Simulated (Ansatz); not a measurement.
**A hypothetical structure for BaTiCo5**

Starting from a made-up structure for BaTiCo5, the aim is the relaxed cell, its shortest contacts and, where a second run follows, its electronic structure.

Method: DFT, PBE, plane-wave PAW, files of the set soft_1, scalar-relativistic, ferromagnetic start, cell and ions relaxed at zero pressure; PAW set soft_1, in Ansatz 0.2.0.

## 1. The structure

It takes space group P4/mmm (No. 123, tetragonal). The conventional cell has a = 4.002 Å, b = 4.002 Å, c = 7.113 Å, α = 90.00°, β = 90.00°, γ = 90.00°. Nearest to Ba lie 12 Co at 2.83 to 2.93 Å. Nearest to Co lie 4 Ba at 2.83 Å and 8 Co at 2.93 Å. Nearest to Co lie 2 Ti at 2.45 Å and 7 Co at 2.83 to 2.93 Å and 2 Ba at 2.93 Å. Nearest to Ti lie 8 Co at 2.45 Å. Farther neighbours are not listed.

## 2. Relaxing cell and atoms

The guessed cell has no reason to be at equilibrium. It is relaxed with the atoms, within the space group of the guess.

Contents of input.yaml:

```yaml
crystal:
  lattice:
    - [4.002, 0.0, 0.0]
    - [0.0, 4.002, 0.0]
    - [0.0, 0.0, 7.113]
  atoms:
    - { symbol: Ba, position: [0.5, 0.5, 0.0] }
    - { symbol: Co, position: [0.0, 0.0, 0.0], spin: 2.0 }
    - { symbol: Co, position: [0.5, 0.0, 0.6997], spin: 2.0 }
    - { symbol: Co, position: [0.5, 0.0, 0.3003], spin: 2.0 }
    - { symbol: Co, position: [0.0, 0.5, 0.6997], spin: 2.0 }
    - { symbol: Co, position: [0.0, 0.5, 0.3003], spin: 2.0 }
    - { symbol: Ti, position: [0.0, 0.0, 0.5], spin: 1.0 }
magnetization:
  spin_polarized: true
kpoints:
  mp_grid: { grid: [7, 7, 4] }
scf:
  occupations: { method: fermi_dirac, width: 0.05 }
hamiltonian:
  xc: pbe
  pseudopotentials: { kind: paw, azcp: { folder: soft_1 } }
relax:
  f_tol: 0.015
  max_steps: 70
  cell: {}
output:
  forces: true
  stress: true
```

Run with:

```
$ ansatz run input.yaml --threads 4 --pin off --max-ram 10240MiB --backend cpu --events-out ev --progress --plain --runs-dir out
```

Numbers of over 12 decimals in the logs are rounded to 6 here.

The log of the run:

```text
Engine: ansatz 0.2.0, aarch64-unknown-linux-gnu
Pseudopotentials: kind: paw
Pseudopotential: Ba, paw, valence charge 10, recommended cutoff 420 eV (normal), soft_1/Ba.paw.azcp
Pseudopotential: Co, paw, valence charge 17, recommended cutoff 420 eV (normal), soft_1/Co.paw.azcp
Pseudopotential: Ti, paw, valence charge 12, recommended cutoff 420 eV (normal), soft_1/Ti.paw.azcp
Functional definition: PBE
  parameter kappa = 0.804
  parameter beta = 0.066725
  exchange = pbe_x(kappa = kappa, mu = beta*pi^2/3)
  correlation = pbe_c(beta = beta)
Crystal: 7 atoms, lattice volume = 113.922 Å³
Basis set: ecut = 420 eV, 2215 PW (Γ), exchange–correlation on 54×54×96 points (8 copies of the dense FFT grid, shifted against one another)
Bands: 71, of which v1, the nominal top of the filled ones, is band 54 counted from 1 (53 counted from 0)
Symmetry: 16 space group operations
Space group: P4/mmm (ITA 123), of the structure as read, at distance tolerance 4.8e-5 Å
Magnetic group: BNS 123.339 (UNI 999), of the structure as read, at distance tolerance 4.8e-5 Å
k-points: 30 of 196
Non-local potential: Ba, projectors of the file, l = 0: 3, l = 1: 2, l = 2: 2, l = 3: 2
Non-local potential: Co, projectors of the file, l = 0: 3, l = 1: 2, l = 2: 3, l = 3: 1
Non-local potential: Ti, projectors of the file, l = 0: 3, l = 1: 2, l = 2: 3, l = 3: 1
PAW form: soft (Blöchl's): semilocal exchange-correlation on the pseudo side does not see the compensation charge
PAW one-centre angular grid: Ba, 194 points (default); XC on 64 Gauss nodes
PAW one-centre angular grid: Co, 590 points (default); XC on 64 Gauss nodes
PAW one-centre angular grid: Ti, 590 points (default); XC on 64 Gauss nodes
Initial density: superposition of atomic densities (chi_scale 0.1, normalization cell, long waves kept (reshape's long-wave potential 0.05 eV rms))
Starting moments: Σ|m| = 11 μB on 6 of 7 sites
Initial wavefunctions: pseudopotential atomic-orbital guess
Functional: x = pbe(κ = 0.804, μ = 0.219515), c = pbe(β = 0.066725)
SCF iter   1: F=—  HF=-34074.988528 eV  |F-HF|=—  |Δ(HF+E_count)|=         —  Δρ=6.92e-2 (↑6.92e-2 ↓4.93e-2)  dr2=3.24e1  dr2_m=6.52e-1  M=8.400 μB ∫|m|=9.289 μB  β_m=0.30  ethr=3.10e-3  ⟨swp⟩=7.1  Hψ=17271  notcnv=0  defer=36
Mixer restart at iter 1: flushing history
preconditioner: auto → Kerker (q_TF=auto, 2.700 Å⁻¹)  [metal: Δε(μ)=0.008 eV  Ē_g=6.126 eV  σ=0.050 eV  W_gap=0.04  n_scr=38 (ndim 8)  ℏωp=26.3 eV  f_vac=0.000  D(μ)=16.61/eV (n_scr^D=270)]
spin=Collinear: Kerker preconditioning applied to the charge; magnetization (m = ρ↑ − ρ↓) channel mixes plain (no charge-response kernel on spin).
SCF iter   2: F=—  HF=-34070.699698 eV  |F-HF|=—  |Δ(HF+E_count)|=    4.29e0  Δρ=3.38e-2 (↑3.38e-2 ↓2.73e-2)  dr2=1.24e1  dr2_m=4.60e-1  M=7.964 μB ∫|m|=8.924 μB  β_m=0.35  ethr=3.10e-3  ⟨swp⟩=3.0  Hψ=7485  notcnv=0  defer=286
SCF iter   3: F=—  HF=-34071.800298 eV  |F-HF|=—  |Δ(HF+E_count)|=    1.10e0  Δρ=2.71e-2 (↑2.05e-2 ↓2.71e-2)  dr2=5.11e0  dr2_m=3.51e-1  M=7.429 μB ∫|m|=8.551 μB  β_m=0.38  ethr=3.10e-3  ⟨swp⟩=3.1  Hψ=5898  notcnv=0  defer=300
SCF iter   4: F=—  HF=-34073.545724 eV  |F-HF|=—  |Δ(HF+E_count)|=    1.75e0  Δρ=3.00e-2 (↑1.06e-2 ↓3.00e-2)  dr2=1.28e0  dr2_m=2.78e-1  M=6.484 μB ∫|m|=8.094 μB  β_m=0.59  ethr=3.10e-3  ⟨swp⟩=2.4  Hψ=5058  notcnv=0  defer=302
SCF iter   5: F=—  HF=-34074.443057 eV  |F-HF|=—  |Δ(HF+E_count)|=   8.97e-1  Δρ=1.37e-2 (↑1.37e-2 ↓1.16e-2)  dr2=3.61e-1  dr2_m=5.00e-2  M=5.628 μB ∫|m|=7.616 μB  β_m=0.64  ethr=1.20e-3  ⟨swp⟩=2.9  Hψ=7327  notcnv=0  defer=308
SCF iter   6: F=—  HF=-34074.393312 eV  |F-HF|=—  |Δ(HF+E_count)|=   4.97e-2  Δρ=1.50e-2 (↑1.19e-2 ↓1.50e-2)  dr2=6.07e-1  dr2_m=1.74e-2  M=5.333 μB ∫|m|=7.443 μB  β_m=0.56  ethr=3.37e-4  ⟨swp⟩=3.0  Hψ=8617  notcnv=0  defer=308
SCF iter   7: F=—  HF=-34074.397911 eV  |F-HF|=—  |Δ(HF+E_count)|=         —  Δρ=1.08e-2 (↑6.00e-3 ↓1.08e-2)  dr2=1.07e-1  dr2_m=5.37e-2  M=5.319 μB ∫|m|=7.380 μB  β_m=0.56  ethr=3.37e-4  ⟨swp⟩=2.2  Hψ=6421  notcnv=0  defer=330
Mixer restart at iter 7: flushing history
SCF iter   8: F=—  HF=-34074.399640 eV  |F-HF|=—  |Δ(HF+E_count)|=   1.73e-3  Δρ=6.09e-3 (↑6.09e-3 ↓4.80e-3)  dr2=5.81e-2  dr2_m=8.09e-3  M=5.290 μB ∫|m|=7.343 μB  β_m=0.53  ethr=1.00e-4  ⟨swp⟩=2.6  Hψ=8350  notcnv=0  defer=330
SCF iter   9: F=—  HF=-34074.391410 eV  |F-HF|=—  |Δ(HF+E_count)|=   8.23e-3  Δρ=3.56e-3 (↑1.94e-3 ↓3.56e-3)  dr2=1.18e-2  dr2_m=6.30e-3  M=5.281 μB ∫|m|=7.330 μB  β_m=0.61  ethr=5.43e-5  ⟨swp⟩=2.3  Hψ=8511  notcnv=0  defer=330
SCF iter  10: F=—  HF=-34074.391302 eV  |F-HF|=—  |Δ(HF+E_count)|=   1.08e-4  Δρ=1.83e-3 (↑1.83e-3 ↓1.00e-3)  dr2=2.46e-3  dr2_m=1.41e-3  M=5.273 μB ∫|m|=7.315 μB  β_m=0.65  ethr=1.10e-5  ⟨swp⟩=1.9  Hψ=5202  notcnv=0  defer=330
SCF iter  11: F=—  HF=-34074.391451 eV  |F-HF|=—  |Δ(HF+E_count)|=   1.49e-4  Δρ=1.21e-3 (↑5.59e-4 ↓1.21e-3)  dr2=2.23e-3  dr2_m=3.45e-4  M=5.260 μB ∫|m|=7.299 μB  β_m=0.67  ethr=2.30e-6  ⟨swp⟩=2.4  Hψ=6919  notcnv=0  defer=330
SCF iter  12: F=—  HF=-34074.391594 eV  |F-HF|=—  |Δ(HF+E_count)|=   1.43e-4  Δρ=4.51e-4 (↑4.51e-4 ↓3.39e-4)  dr2=3.18e-4  dr2_m=8.35e-5  M=5.260 μB ∫|m|=7.297 μB  β_m=0.66  ethr=2.09e-6  ⟨swp⟩=2.0  Hψ=5575  notcnv=0  defer=330
SCF iter  13: F=—  HF=-34074.391619 eV  |F-HF|=—  |Δ(HF+E_count)|=   2.50e-5  Δρ=4.77e-4 (↑1.68e-4 ↓4.77e-4)  dr2=1.89e-4  dr2_m=7.67e-5  M=5.259 μB ∫|m|=7.295 μB  β_m=0.83  ethr=2.98e-7  ⟨swp⟩=2.2  Hψ=5539  notcnv=0  defer=330
SCF iter  14: F=—  HF=-34074.391697 eV  |F-HF|=—  |Δ(HF+E_count)|=   7.75e-5  Δρ=2.82e-4 (↑4.13e-5 ↓2.82e-4)  dr2=8.59e-5  dr2_m=1.90e-5  M=5.257 μB ∫|m|=7.293 μB  β_m=0.91  ethr=1.76e-7  ⟨swp⟩=2.0  Hψ=5475  notcnv=0  defer=330
SCF iter  15: F=—  HF=-34074.391712 eV  |F-HF|=—  |Δ(HF+E_count)|=   1.49e-5  Δρ=7.01e-5 (↑1.14e-5 ↓7.01e-5)  dr2=5.12e-6  dr2_m=1.18e-6  M=5.258 μB ∫|m|=7.293 μB  β_m=0.96  ethr=8.03e-8  ⟨swp⟩=2.0  Hψ=6423  notcnv=0  defer=330
SCF iter  16: F=—  HF=-34074.391714 eV  |F-HF|=—  |Δ(HF+E_count)|=   2.66e-6  Δρ=5.18e-5 (↑1.96e-5 ↓5.18e-5)  dr2=4.72e-6  dr2_m=3.44e-7  M=5.258 μB ∫|m|=7.294 μB  β_m=0.98  ethr=4.79e-9  ⟨swp⟩=2.1  Hψ=5843  notcnv=0  defer=330
SCF iter  17: F=—  HF=-34074.391714 eV  |F-HF|=—  |Δ(HF+E_count)|=   2.57e-7  Δρ=3.26e-5 (↑1.04e-5 ↓3.26e-5)  dr2=1.66e-6  dr2_m=1.45e-7  M=5.258 μB ∫|m|=7.294 μB  β_m=0.99  ethr=4.41e-9  ⟨swp⟩=2.0  Hψ=5783  notcnv=0  defer=330
SCF iter  18: F=—  HF=-34074.391714 eV  |F-HF|=—  |Δ(HF+E_count)|=   1.18e-7  Δρ=2.59e-5 (↑7.17e-6 ↓2.59e-5)  dr2=1.12e-6  dr2_m=9.89e-8  M=5.258 μB ∫|m|=7.294 μB  β_m=0.99  ethr=1.55e-9  ⟨swp⟩=1.1  Hψ=4269  notcnv=0  defer=330
[...]
relax step  18: F+E_penalty+E_count = -34075.49472587 eV  Δ(F+E_penalty+E_count) = -1.271e-3 eV  max|allowed force component| = 4.739e-5 eV/Å  Δτ_max = 0.0020 Å  P = +0.019 GPa  Ω = 114.947 Å³  energy of the carried Pulay correction = -3.835e-3 eV  (9 SCF iters, dr2 threshold 7.00e-7 eV, accepted)
Basis set: ecut = 420 eV, 2253 PW (Γ), exchange–correlation on 72×72×72 points (8 copies of the dense FFT grid, shifted against one another)
iter 1 solved again at ethr=1.13e-6 eV; its pass at ethr=3.10e-3 eV (dr2=1.20e-3 eV) is discarded
SCF iter   1: F=—  HF=-34075.497925 eV  |F-HF|=—  |Δ(HF+E_count)|=         —  Δρ=1.99e-4 (↑1.99e-4 ↓1.73e-4)  dr2=5.23e-6  dr2_m=1.38e-6  M=6.782 μB ∫|m|=8.763 μB  β_m=0.65  ethr=1.13e-6  ⟨swp⟩=2.8  Hψ=25871  notcnv=0
preconditioner: auto → Kerker (q_TF=auto, 2.027 Å⁻¹)  [metal: Δε(μ)=0.001 eV  Ē_g=6.921 eV  σ=0.050 eV  W_gap=0.01  n_scr=18 (ndim 8)  ℏωp=26.6 eV  f_vac=0.017  D(μ)=12.80/eV (n_scr^D=178)]
spin=Collinear: Kerker preconditioning applied to the charge; magnetization (m = ρ↑ − ρ↓) channel mixes plain (no charge-response kernel on spin).
SCF iter   2: F=—  HF=-34075.498575 eV  |F-HF|=—  |Δ(HF+E_count)|=   6.50e-4  Δρ=7.15e-5 (↑7.15e-5 ↓6.33e-5)  dr2=9.04e-7  dr2_m=2.00e-7  M=6.782 μB ∫|m|=8.763 μB  β_m=0.65  ethr=4.89e-9  ⟨swp⟩=2.0  Hψ=6625  notcnv=0
SCF iter   3: F=—  HF=-34075.498671 eV  |F-HF|=—  |Δ(HF+E_count)|=   9.56e-5  Δρ=1.82e-5 (↑1.82e-5 ↓8.89e-6)  dr2=1.80e-7  dr2_m=1.17e-7  M=6.783 μB ∫|m|=8.764 μB  β_m=0.66  ethr=8.45e-10  ⟨swp⟩=2.2  Hψ=7250  notcnv=0
SCF iter   4: F=—  HF=-34075.498671 eV  |F-HF|=—  |Δ(HF+E_count)|=   1.37e-7  Δρ=1.18e-5 (↑2.85e-6 ↓1.18e-5)  dr2=1.32e-7  dr2_m=3.42e-8  M=6.783 μB ∫|m|=8.764 μB  β_m=0.77  ethr=1.68e-10  ⟨swp⟩=2.0  Hψ=7570  notcnv=0
SCF iter   5: F=—  HF=-34075.498671 eV  |F-HF|=—  |Δ(HF+E_count)|=   5.21e-8  Δρ=5.65e-6 (↑2.44e-6 ↓5.65e-6)  dr2=2.81e-8  dr2_m=1.29e-8  M=6.783 μB ∫|m|=8.764 μB  β_m=0.88  ethr=1.23e-10  ⟨swp⟩=2.0  Hψ=5807  notcnv=0
SCF iter   6: F=—  HF=-34075.498671 eV  |F-HF|=—  |Δ(HF+E_count)|=   3.06e-8  Δρ=3.13e-6 (↑2.78e-6 ↓3.13e-6)  dr2=1.50e-8  dr2_m=3.07e-9  M=6.783 μB ∫|m|=8.764 μB  β_m=0.81  ethr=2.63e-11  ⟨swp⟩=2.0  Hψ=7625  notcnv=0
SCF iter   7: F=—  HF=-34075.498671 eV  |F-HF|=—  |Δ(HF+E_count)|=   2.87e-9  Δρ=1.37e-6 (↑1.25e-6 ↓1.37e-6)  dr2=3.73e-9  dr2_m=4.63e-10  M=6.783 μB ∫|m|=8.764 μB  β_m=0.71  ethr=1.40e-11  ⟨swp⟩=2.0  Hψ=7549  notcnv=0
SCF iter   8: F=—  HF=-34075.498668 eV  |F-HF|=—  |Δ(HF+E_count)|=   2.58e-6  Δρ=8.10e-7 (↑5.97e-7 ↓8.10e-7)  dr2=1.71e-9  dr2_m=7.67e-11  M=6.783 μB ∫|m|=8.764 μB  β_m=0.85  ethr=3.48e-12  ⟨swp⟩=2.0  Hψ=7629  notcnv=0
SCF iter   9: F=—  HF=-34075.498668 eV  |F-HF|=—  |Δ(HF+E_count)|=   1.22e-9  Δρ=4.89e-7 (↑2.11e-7 ↓4.89e-7)  dr2=5.75e-10  dr2_m=3.35e-11  M=6.783 μB ∫|m|=8.764 μB  β_m=0.92  ethr=1.60e-12  ⟨swp⟩=2.0  Hψ=5803  notcnv=0
SCF iter  10: F=—  HF=-34075.498668 eV  |F-HF|=—  |Δ(HF+E_count)|=  3.06e-10  Δρ=2.05e-7 (↑4.02e-8 ↓2.05e-7)  dr2=5.47e-11  dr2_m=8.97e-12  M=6.783 μB ∫|m|=8.764 μB  β_m=0.96  ethr=1.00e-12  ⟨swp⟩=2.0  Hψ=5809  notcnv=0
SCF iter  11: F=—  HF=-34075.498668 eV  |F-HF|=—  |Δ(HF+E_count)|=  4.37e-11  Δρ=1.05e-7 (↑3.27e-8 ↓1.05e-7)  dr2=1.89e-11  dr2_m=1.80e-12  M=6.783 μB ∫|m|=8.764 μB  β_m=0.98  ethr=1.00e-12  ⟨swp⟩=1.0  Hψ=4260  notcnv=0
SCF iter  12: F=—  HF=-34075.498668 eV  |F-HF|=—  |Δ(HF+E_count)|=  1.46e-11  Δρ=3.20e-8 (↑1.23e-8 ↓3.20e-8)  dr2=1.75e-12  dr2_m=1.24e-13  M=6.783 μB ∫|m|=8.764 μB  β_m=0.99  ethr=1.00e-12  ⟨swp⟩=1.0  Hψ=4260  notcnv=0
SCF iter  13: F=-34075.498668 eV  HF=-34075.498668 eV  |F-HF|=3.64e-11  |Δ(HF+E_count)|=    0.00e0  Δρ=1.31e-7 (↑5.39e-8 ↓1.31e-7)  dr2=4.85e-11  dr2_m=3.09e-12  M=6.783 μB ∫|m|=8.764 μB  ethr=1.00e-12  ⟨swp⟩=2.1  Hψ=11416  notcnv=0
the starting moments were not kept: 1 of 6 ended reversed and 5 kept their direction, counting a site from 0.1 μB. The largest reversed, site 6 (counted from 0, in the order of the report's site_moments_mub), started with +1.0 μB and closes at -3.8e-1 μB in its sphere.
SCF 19 converged in 13 iterations: F = -34075.498668 eV  dr2 = 4.85e-11
relax step  19: F+E_penalty+E_count = -34075.49866814 eV  Δ(F+E_penalty+E_count) = -3.942e-3 eV  max|allowed force component| = 2.196e-4 eV/Å  Δτ_max = 0.0000 Å  P = +0.028 GPa  Ω = 114.947 Å³  stress off target by 4.33e-2 GPa  SCF on the basis re-selected at this cell (its energy is not comparable with the rows above)  (13 SCF iters)
basis re-selected at this cell: Δ(F+E_penalty+E_count) = -3.942e-3 eV, ΔP = +0.009 GPa vs the last step (what re-selecting the basis moved, of the pressure what is left beyond the Pulay correction that the steps carried, after the strain that the cell walked since its last selection, with what the two solves' SCF thresholds leave and, on support functions, any second-order correction that the steps lacked; it is no measure of the basis error at this ecutwfc). The dense FFT grid was sized anew with the basis: this SCF ran on 36×36×36 points, the steps before it on 32×32×36, so part of this shift can come from that change (see relax.cell in the input reference). [rest of the remark cut]
SCF converged after 13 iterations
Magnetization: 6.7831 μB (56.8916 up, 50.1084 down)
Absolute magnetization: 8.7674 μB (∫|ρ↑−ρ↓|, with the PAW one-centre terms)
Spin contamination: 0.4506 ħ² per cell (⟨S²⟩ above its minimum at these occupations)
Per-site moments (μB) at R_I (Å): [(-0.026185, 1.135344), (1.400674, 0.994186), (1.549372, 0.940319), (1.549372, 0.940319), (1.549372, 0.940319), (1.549372, 0.940319), (-0.378056, 0.994186)]
Free energy (F): -34075.498668 eV
Harris-Foulkes:  -34075.498668 eV  (|F-HF|=3.64e-11)
Internal energy: -34075.394951 eV  (E = F + TS)
E sigma→0 (E₀):  -34075.446809 eV
Entropy (-TS):   -0.103717 eV (-14.817 meV/atom)
Fermi energy:    13.684140 eV
--- Per-component energies (eV) ---
  E_band       = -1772.256372
  E_kinetic    = 1901.706136
  E_local      = -18606.486362  (includes V_loc(G=0)·N_el)
  E_nonlocal   = 2343.275240
  E_hartree    = 8231.001949
  E_xc         = -770.366699
  E_vxc        = -860.445217  (∫ρ·V_xc dr)
  E_paw        = -14109.577122  (= ΣΔE_a)
  E_vpaw       = -3012.309418  (= ΣTr[D̂ρ^β])
  E_aug_tail   = -0.000168  (compensation charges beyond the density's cutoff)
  E_ewald      = -13064.947925
  E_smearing   = -0.103717  (= −TS)
  E_closure    = -0.000000  (closes the sum)
  Σ components = -34075.498668   (vs F -34075.498668, Δ=0.00e0)
--- Forces (eV/Å), atoms counted from 1 ---
  atom   1  Ba    -0.00000000    -0.00000000     0.00000000
  atom   2  Co     0.00000000     0.00000000     0.00000000
  atom   3  Co     0.00000000    -0.00000000     0.00021964
  atom   4  Co    -0.00000000     0.00000000    -0.00021964
  atom   5  Co    -0.00000000     0.00000000     0.00021964
  atom   6  Co     0.00000000    -0.00000000    -0.00021964
  atom   7  Ti     0.00000000     0.00000000     0.00000000
  max |Σ_I F_I| component: 1.39e-17 eV/Å
--- Stress (GPa, compression-positive) ---
        0.043293      -0.000000       0.000000
       -0.000000       0.043293      -0.000000
        0.000000      -0.000000      -0.003464
  P = ⅓ Tr σ = 0.0277 GPa (0.277 kbar)
--- Relaxed structure (17 steps of the walk, 16 accepted, 2 SCFs on fresh bases) ---
  F+E_penalty+E_count = -34075.49866814 eV   max|allowed force component| = 2.196e-4 eV/Å   (the final SCF, on the basis selected at the relaxed cell)
  cell:  # Å, volume = 114.9465 Å³
    - [4.883273, 0, 0.0]
    - [0, 4.883273, 0.0]
    - [0.0, 0.0, 4.820296]
  atoms:
    - { symbol: Ba, position: [0.5, 0.500000, 2.2210564478223257e-19] }
    - { symbol: Co, position: [0, 0, 2.2210564478223257e-19] }
    - { symbol: Co, position: [0.5, 0, 0.736455] }
    - { symbol: Co, position: [0.5, 0, 0.263545] }
    - { symbol: Co, position: [0, 0.500000, 0.736455] }
    - { symbol: Co, position: [0, 0.500000, 0.263545] }
    - { symbol: Ti, position: [0, 0, 0.5] }
```

Elapsed: 4.9 min, on 4 threads of Arm Neoverse V1, shared host; peak memory 0.79 GiB; 19 min of CPU time.

Step by step:

```tsv
step	energy less that of the first step (eV)	largest force component (eV/Å)	pressure (GPa)	volume (Å³)
1	0.0000	0.2690	-3.93	113.92
2	-0.1020	0.2250	-1.00	109.12
3	-0.2063	0.0356	2.26	105.79
4	-0.2151	0.5003	5.02	105.58
5	-0.2891	0.0814	1.43	108.61
6	-0.3107	0.0347	0.60	109.58
7	-0.3300	0.0426	0.06	110.34
8	-0.4184	0.1534	0.74	109.74
9	-0.6637	0.3457	0.89	109.79
10	-0.8414	0.2094	-0.51	110.27
11	-0.7746	0.3907	-3.81	112.52
12	-0.8544	0.0258	0.74	108.49
13	-0.8556	0.0014	-0.02	109.20
14*	-0.9863	0.0054	2.03	109.20
15	-1.0707	0.1548	2.80	110.84
16	-1.1003	0.0132	-0.06	115.53
17	-1.1017	0.0246	-0.24	115.03
18	-1.1030	0.0000	0.02	114.95
19*	-1.1070	0.0002	0.03	114.95
```

Relaxation steps marked * repeat the geometry before them on a plane-wave basis chosen anew for their cell, so energy and pressure can jump there. Relaxation step 11 was tried and not accepted.

Forces are held to the 16 operations that the run works with; a distortion that breaks them can't arise in this run.

```tsv
cell as run	before	after	change
a (Å)	4.002	4.883	+22.0 %
b (Å)	4.002	4.883	+22.0 %
c (Å)	7.113	4.820	-32.2 %
volume (Å³/atom)	16.27	16.42	+0.9 %
```

The atoms that moved most (Å, as changes of fractional coordinates times the final cell):

```tsv
atom	dx	dy	dz	length
Co4	0.000	0.000	-0.177	0.177
Co3	0.000	0.000	0.177	0.177
Co6	0.000	0.000	-0.177	0.177
Co5	0.000	0.000	0.177	0.177
```

The relaxed structure:

```xyz
7
Lattice="4.8833 0.0000 0.0000 0.0000 4.8833 0.0000 0.0000 0.0000 4.8203" Properties=species:S:1:pos:R:3 pbc="T T T"
Ba    2.4416    2.4416    0.0000
Co    0.0000    0.0000    0.0000
Co    2.4416    0.0000    3.5499
Co    2.4416    0.0000    1.2704
Co    0.0000    2.4416    3.5499
Co    0.0000    2.4416    1.2704
Ti    0.0000    0.0000    2.4101
```

Numbers from this step:

* free energy: -34075.4987 eV
* energy at zero smearing: -34075.4468 eV
* smearing term TS: 0.1037 eV
* Fermi energy: 13.68 eV
* magnetization: 6.783 μB
* absolute magnetization: 8.767 μB
* site moments: -0.02619, 1.401, 1.549, 1.549, 1.549, 1.549, -0.3781 μB
* electrons: 107
* symmetry operations: 16
* pressure: 0.02771 GPa

Site moment by atom:

```tsv
atom	site moment (μB)
Ba1	-0.03
Co2	1.40
Co3	1.55
Co4	1.55
Co5	1.55
Co6	1.55
Ti7	-0.38
```

The shortest distance of each pair, which need not be the same contact before and after:

```tsv
pair	guess (Å)	relaxed (Å)
Co–Co	2.830	2.280
Co–Ti	2.454	2.410
Ba–Co	2.830	2.752
Ba–Ti	4.545	4.211
Ba–Ba	4.002	4.820
```

The relaxation ends with a largest force component of 2.2e-4 eV/Å and a pressure of 0.03 GPa.

## 3. Outcome

| Quantity | Value |
| --- | --- |
| space group, relaxed | P4/mmm |
| conventional cell | a = 4.883, b = 4.883, c = 4.820 Å; α = 90.0°, β = 90.0°, γ = 90.0° |
| volume per atom | 16.42 Å³ (guess 16.27) |
| total moment | 6.78 μB in the cell of 7 atoms |

What this shows: BaTiCo5 relaxes to P4/mmm with a = 4.883, b = 4.883 and c = 4.820 Å. The guessed volume was near the relaxed one. The space group P4/mmm was held in the relaxation, so the end point is a stationary structure within it and may be a saddle against distortions or other arrangements. The input starts from parallel moments, and no other start was typed; the run left that order, and the end state is ferrimagnetic. Mesh and cutoff weren't tested. A vector of the cell changed its length by 32 %, so the starting arrangement is largely lost and the mesh was laid for another shape. Spin-orbit coupling is left out, which can matter for elements this heavy. No dispersion term is used, so weakly bound directions may come out too long. Nothing here tests whether the compound is stable against decomposition.

[Logs are printed without paths, hosts, clocks, repeated set-up lines and the standing remarks that a program may print on its own settings, such as how far it seeks lower states.]

[Hosts, paths, dates, database ids (printed as entryN), source tags and the programs' standing remarks are cut or masked in the printed files.]
